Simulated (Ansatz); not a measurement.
# Ge wire along [110], 12 atoms a period, H-terminated: bands by functional, part 2 of 2

Aim: is the Ge wire along [110], 12 atoms a period, H-terminated a metal or a semiconductor?

Ansatz 0.2.0; DFT PBE, plane waves, PAW; relaxation of a wire's period; PAW set soft_1 (the session's first sound run).

So far. Step 2 (Relaxing the period): The cell's length comes to 4.136 Å with spin left out.

**3. The perfect wire**

This step: DFT PBE, plane waves, PAW; bands of a perfect wire; PAW set soft_1 (Ansatz 0.2.0).

At the relaxed period the bands are computed along the axis; those that cross an energy going forward count the channels that a perfect wire would open there.

The input, input.yaml:

```yaml
crystal:
  lattice:
    - [14.361, 0.0, 0.0]
    - [0.0, 17.493, 0.0]
    - [0.0, 0.0, 4.1357734036]
  atoms:
    - { symbol: Ge, position: [0.399166942, 0.381685817, 0.0] }
    - { symbol: H, position: [0.441709139, 0.802883666, 0.0] }
    - { symbol: Ge, position: [0.504137247, 0.269817226, 0.0] }
    - { symbol: Ge, position: [0.494600298, 0.5, 0.0] }
    - { symbol: H, position: [0.758831842, 0.388289054, 0.203925252] }
    - { symbol: H, position: [0.758831842, 0.611710946, 0.203925252] }
    - { symbol: H, position: [0.257394199, 0.291395781, 0.5] }
    - { symbol: H, position: [0.225454246, 0.431481798, 0.5] }
    - { symbol: H, position: [0.257394199, 0.708604219, 0.5] }
    - { symbol: H, position: [0.225454246, 0.568518202, 0.5] }
    - { symbol: Ge, position: [0.304373157, 0.371204062, 0.5] }
    - { symbol: Ge, position: [0.304373157, 0.628795938, 0.5] }
    - { symbol: Ge, position: [0.599245951, 0.269573722, 0.5] }
    - { symbol: Ge, position: [0.599245951, 0.730426278, 0.5] }
    - { symbol: Ge, position: [0.593266847, 0.5, 0.5] }
    - { symbol: H, position: [0.663546047, 0.198028681, 0.5] }
    - { symbol: H, position: [0.663546047, 0.801971319, 0.5] }
    - { symbol: Ge, position: [0.693922228, 0.385919692, 0.5] }
    - { symbol: Ge, position: [0.693922228, 0.614080308, 0.5] }
    - { symbol: H, position: [0.758831842, 0.388289054, 0.796074748] }
    - { symbol: H, position: [0.758831842, 0.611710946, 0.796074748] }
    - { symbol: Ge, position: [0.399166942, 0.618314183, 0.0] }
    - { symbol: H, position: [0.441709139, 0.197116334, 0.0] }
    - { symbol: Ge, position: [0.504137247, 0.730182774, 0.0] }
kpoints:
  mp_grid: { grid: [1, 1, 20] }
  band_path: { path: ["Γ", Z], npoints: 90 }
scf:
  occupations: { method: fermi_dirac, width: 0.05 }
hamiltonian:
  xc: pbe
  pseudopotentials: { kind: paw, azcp: { folder: soft_1 } }
output:
  dos: { e_range: [-5, 4] }
  write_potential: true
  write_density: true
  volumetric_format: npy
```

Started as:

```sh
$ ansatz run input.yaml --threads 4 --pin off --max-ram 16384MiB --backend cpu --events-out ev --progress --plain --runs-dir out
```

Numbers of over 12 decimals in the logs are rounded to 6 here.

The program printed:

```text
[...]
Crystal: 24 atoms, lattice volume = 1038.976 Å³
Basis set: ecut = 420 eV, 20209 PW (Γ)
Bands: 114, of which v1, the nominal top of the filled ones, is band 90 counted from 1 (89 counted from 0)
Symmetry: 4 space group operations
[...]
k-points: 11 of 20
[...]
SCF iter   1: F=—  HF=-51730.497337 eV  |F-HF|=—  |Δ(HF+E_count)|=         —  Δρ=3.52e-2  dr2=1.09e1  ethr=3.10e-3  ⟨swp⟩=6.8  Hψ=5194  notcnv=0  defer=17
[...]
SCF iter  11: F=-51727.440056 eV  HF=-51727.440056 eV  |F-HF|=2.21e-8  |Δ(HF+E_count)|=   1.41e-7  Δρ=9.51e-7  dr2=1.14e-8  ethr=5.56e-11  ⟨swp⟩=13.7  Hψ=5379  notcnv=0
SCF 1 converged in 11 iterations: F = -51727.440056 eV  dr2 = 1.14e-8
[...]
NSCF: frozen V_eff on 91 k-points
WARN: The output density's exchange-correlation potential varies sharply where the density is thin. Do not read a vacuum level from v_tot or v_xc, or from such a field of the output density. On a cell that repeats whose density bears no net charge and no dipole along the vacuum's axis use v_es (v_loc + v_h of the components); under efield.dipole_correction with no amplitude use v_es + v_field, which holds any externa [...]
SCF converged after 11 iterations
Free energy (F): -51727.440056 eV
[...]
Internal energy: -51727.440056 eV  (E = F + TS)
E sigma→0 (E₀):  -51727.440056 eV
Fermi energy:    -0.715823 eV
[...]
--- Band table (eV; the first three rows and the last of 11) ---
  k-point 0: bands = [... 86 lower, -2.3519, -2.2210, -1.8443, -1.6207, 0.1971, 0.3151, 0.3479, 0.3629, ... 20 higher]
  k-point 1: bands = [... 86 lower, -2.3524, -2.3144, -2.0095, -1.8150, 0.3930, 0.5185, 0.5247, 0.5329, ... 20 higher]
  k-point 2: bands = [... 86 lower, -2.4425, -2.2944, -2.2417, -2.1963, 0.8232, 0.9455, 0.9640, 1.0042, ... 20 higher]
  k-point 10: bands = [... 86 lower, -3.1116, -2.9539, -2.8111, -2.6566, 0.9064, 1.2672, 1.4061, 1.5411, ... 20 higher]
```

It took 3.2 min on 4 threads of Arm Neoverse V2, shared host; peak memory 6.3 GiB; 13 min of CPU time.

Reading the cycles: dr2 is the Hartree energy of the density residual (eV), the measure of convergence; HF is the Harris–Foulkes estimate of the energy, which meets the free energy F at convergence.

Numbers from this step:

```yaml
band_gap: 1.818 eV
```

Electronic bands along the path, in eV, zero at the Fermi level; v1 is the highest filled band, c1 the lowest empty one:

| point | v4 | v3 | v2 | v1 | c1 | c2 | c3 | c4 |
| --- | --- | --- | --- | --- | --- | --- | --- | --- |
| Γ | -1.64 | -1.51 | -1.13 | -0.90 | 0.91 | 1.03 | 1.06 | 1.08 |
| halfway | -2.37 | -1.91 | -1.70 | -1.60 | 1.97 | 2.13 | 2.38 | 2.42 |
| Z | -2.40 | -2.24 | -2.10 | -1.94 | 1.62 | 1.98 | 2.12 | 2.26 |

The gap is 1.82 eV, with spin left out.

On this path the gap is direct, 1.82 eV, with the valence top at Γ and the conduction bottom at Γ.

**4. Another level of theory, cutoff 500 eV, k-mesh 1×1×15**

This step: DFT r2SCAN, plane waves, PAW; bands of a perfect wire at the PBE geometry; PAW set soft_1 (Ansatz 0.2.0).

The atoms stay at the PBE geometry and the functional changes. r2SCAN also reads the kinetic-energy density; it often gives larger moments and wider gaps than PBE, at a higher cost. Against the first PBE run of this kind, the cutoff is 500 eV against 420 and the mesh along the wire has 15 points against 20.

Edit input.yaml of step 3 so:

```diff
@@ -31,3 +31,3 @@
 kpoints:
-  mp_grid: { grid: [1, 1, 20] }
+  mp_grid: { grid: [1, 1, 15] }
   band_path: { path: ["Γ", Z], npoints: 90 }
@@ -36,8 +36,3 @@
 hamiltonian:
-  xc: pbe
+  xc: r2scan
   pseudopotentials: { kind: paw, azcp: { folder: soft_1 } }
-output:
-  dos: { e_range: [-5, 4] }
-  write_potential: true
-  write_density: true
-  volumetric_format: npy
```

The program printed:

```text
[...]
Crystal: 24 atoms, lattice volume = 1038.976 Å³
Basis set: ecut = 500 eV, 26385 PW (Γ), exchange–correlation on 432×512×128 points (64 copies of the dense FFT grid, shifted against one another)
Bands: 114, of which v1, the nominal top of the filled ones, is band 90 counted from 1 (89 counted from 0)
Symmetry: 4 space group operations
[...]
k-points: 8 of 15
[...]
--- Band table (eV; the first three rows and the last of 8) ---
  k-point 0: bands = [... 86 lower, -2.5781, -2.4544, -2.0592, -1.8212, 0.3085, 0.4105, 0.4351, 0.4519, ... 20 higher]
  k-point 1: bands = [... 86 lower, -2.5847, -2.4957, -2.3334, -2.1376, 0.6347, 0.7025, 0.7465, 0.8215, ... 20 higher]
  k-point 2: bands = [... 86 lower, -2.7334, -2.7265, -2.5653, -2.4070, 1.2730, 1.4134, 1.4449, 1.5233, ... 20 higher]
  k-point 7: bands = [... 86 lower, -3.3816, -3.1950, -3.0697, -2.8946, 1.0530, 1.3823, 1.5414, 1.6444, ... 20 higher]
[key lines of the parts left out:]
SCF converged after 11 iterations
Free energy (F): -51823.215943 eV
Fermi energy:    -0.762225 eV
```

Wall time 5.4 min (4 threads); peak memory 9.3 GiB; 21 min of CPU time.

This step gave:

| Property | Result |
| --- | --- |
| band gap | 2.130 eV |

The gap is 2.13 eV, against 1.82 eV under PBE at the relaxed period.

**5. Another level of theory, level HSE06, cutoff 420 eV**

This step: DFT HSE06, plane waves, PAW; levels of a perfect wire at the PBE geometry; PAW set soft_1 (Ansatz 0.2.0).

The atoms stay at the PBE geometry and the functional changes. HSE06 mixes in a quarter of short-range exact exchange, which removes part of the self-interaction that closes gaps; it is dear, so the mesh is thinner and no path is run. Against the first PBE run of this kind, the mesh along the wire has 8 points against 20.

Edit input.yaml of step 4 so:

```diff
@@ -31,4 +31,3 @@
 kpoints:
-  mp_grid: { grid: [1, 1, 15] }
-  band_path: { path: ["Γ", Z], npoints: 90 }
+  mp_grid: { grid: [1, 1, 8] }
 scf:
@@ -36,3 +35,3 @@
 hamiltonian:
-  xc: r2scan
+  xc: hse06
   pseudopotentials: { kind: paw, azcp: { folder: soft_1 } }
```

The program printed:

```text
[...]
exact exchange (on PAW files that of the plane waves, all of it where the separable form is declined too) is computed from pair densities and not by density-matrix convolution, because memory is short: the convolution, which is usually faster, keeps the exchange operator as a matrix at each irreducible k-point or, where blocks serve (scf.exx.build), one block of their elements at a time (for builds on a GPU, the tabl [...]
Crystal: 24 atoms, lattice volume = 1038.976 Å³
[...]
Fermi energy:    -0.753059 eV
[...]
--- Band table (eV; the first three rows and the last of 5) ---
  k-point 0: bands = [... 86 lower, -2.8305, -2.6627, -2.2649, -2.0220, 0.5360]
  k-point 1: bands = [... 86 lower, -2.9937, -2.8691, -2.8019, -2.6558, 1.4394]
  k-point 2: bands = [... 86 lower, -3.6329, -3.1352, -2.9049, -2.8019, 1.6141]
  k-point 4: bands = [... 86 lower, -3.6325, -3.5223, -3.3233, -3.1659, 1.2782]
  guard bands above this table: 23 of the run's 114 bands. The solve was not asked for them (output.publish_guard_bands: true or output.eigenvalues: true publishes all)
[key lines of the parts left out:]
Free energy (F): -51738.442817 eV
```

Wall time 7.6 min (4 threads); peak memory 3.6 GiB.

This step gave:

```
band gap : 2.558 eV
```

The gap is 2.56 eV, against 1.82 eV under PBE at the relaxed period.

**6. With spin-orbit coupling, k-mesh 1×1×13**

This step: DFT PBE, plane waves, fully relativistic PAW; bands of a perfect wire with spin-orbit coupling; PAW set soft_1 (Ansatz 0.2.0).

Spin-orbit coupling mixes the spins and splits bands that cross or touch without it, so it can open or close channels. Fully relativistic datasets take the place of the scalar ones. Against the first PBE run of this kind, the mesh along the wire has 13 points against 20.

Edit input.yaml of step 5 so:

```diff
@@ -31,3 +31,4 @@
 kpoints:
-  mp_grid: { grid: [1, 1, 8] }
+  mp_grid: { grid: [1, 1, 13] }
+  band_path: { path: ["Γ", Z], npoints: 90 }
 scf:
@@ -35,3 +36,6 @@
 hamiltonian:
-  xc: hse06
-  pseudopotentials: { kind: paw, azcp: { folder: soft_1 } }
+  xc: pbe
+  pseudopotentials: { kind: paw_fr, azcp: { folder: soft_1 } }
+magnetization:
+  noncollinear: true
+  spin_orbit: true
```

The program printed:

```text
[...]
non-collinear run that drives no moment, with spin-orbit: no starting moment large enough to seed its density (crystal.atoms[].spin), no starting occupations that ask for one, no magnetisation constraint and no magnetic field, so the semilocal B_xc is pinned to zero
Crystal: 24 atoms, lattice volume = 1038.976 Å³
Basis set: ecut = 420 eV, 20209 PW (Γ)
[...]
k-point 0: bands = [... 176 lower, -1.8385, -1.8385, -1.6125, -1.6125, 0.1977, 0.1977, 0.3158, 0.3158, ... 44 higher]
  k-point 1: bands = [... 176 lower, -2.1790, -2.1648, -2.0185, -1.9964, 0.6094, 0.6127, 0.7249, 0.7252, ... 44 higher]
  k-point 2: bands = [... 176 lower, -2.3657, -2.3371, -2.1728, -2.1700, 1.2719, 1.2752, 1.3818, 1.3958, ... 44 higher]
  k-point 6: bands = [... 176 lower, -2.8037, -2.7999, -2.6328, -2.6323, 0.9201, 0.9229, 1.2871, 1.2889, ... 44 higher]
[key lines of the parts left out:]
SCF converged after 11 iterations
Magnetization: |M| = 0.0000 μB,  M = (+0.0000, +0.0000, +0.0000) μB
Free energy (F): -51728.627612 eV
Fermi energy:    -0.711465 eV
```

Run time: 42 min. Hardware: 4 threads; peak memory 13 GiB; 2.8 h of CPU time.

This step gave:

```yaml
band_gap: 1.810 eV
```

The gap is 1.81 eV, against 1.82 eV under PBE at the relaxed period, with no moment.

**7. Cost and result by level**

Times are for 4 threads of Arm Neoverse V2, shared host. Results by setting:

| no. | run | band gap (eV) | time | memory (GiB) |
| --- | --- | --- | --- | --- |
| 1 | lead | 1.818 | 3.2 min | 6.3 |
| 2 | levels | 2.130 | 5.4 min | 9.3 |
| 3 | levels | 2.558 | 7.6 min | 3.6 |
| 4 | SOC | 1.810 | 42 min | 13 |

**8. Summary of results**

| Quantity | Value |
| --- | --- |
| cell length, PBE | 4.136 Å |
| gap, PBE | 1.82 eV |
| gap, r2SCAN | 2.13 eV |
| gap, HSE06 | 2.56 eV |
| gap, with spin-orbit coupling | 1.81 eV |

In words: Under PBE the cell's length is 4.14 Å, and a gap of 1.82 eV makes it a semiconductor. At the relaxed period the wire is gapped under every functional, from 1.82 eV (PBE) to 2.56 eV (HSE06). Weak screening in one dimension makes quasiparticle gaps larger than the semilocal gaps, as a rule. A hybrid's gap is read on a coarse mesh, without a band path.

[Logs are printed without paths, hosts, clocks, repeated set-up lines and the standing remarks that a program may print on its own settings, such as how far it seeks lower states.]

[Hosts, paths, dates, database ids (printed as entryN), source tags and the programs' standing remarks are cut or masked in the printed files.]
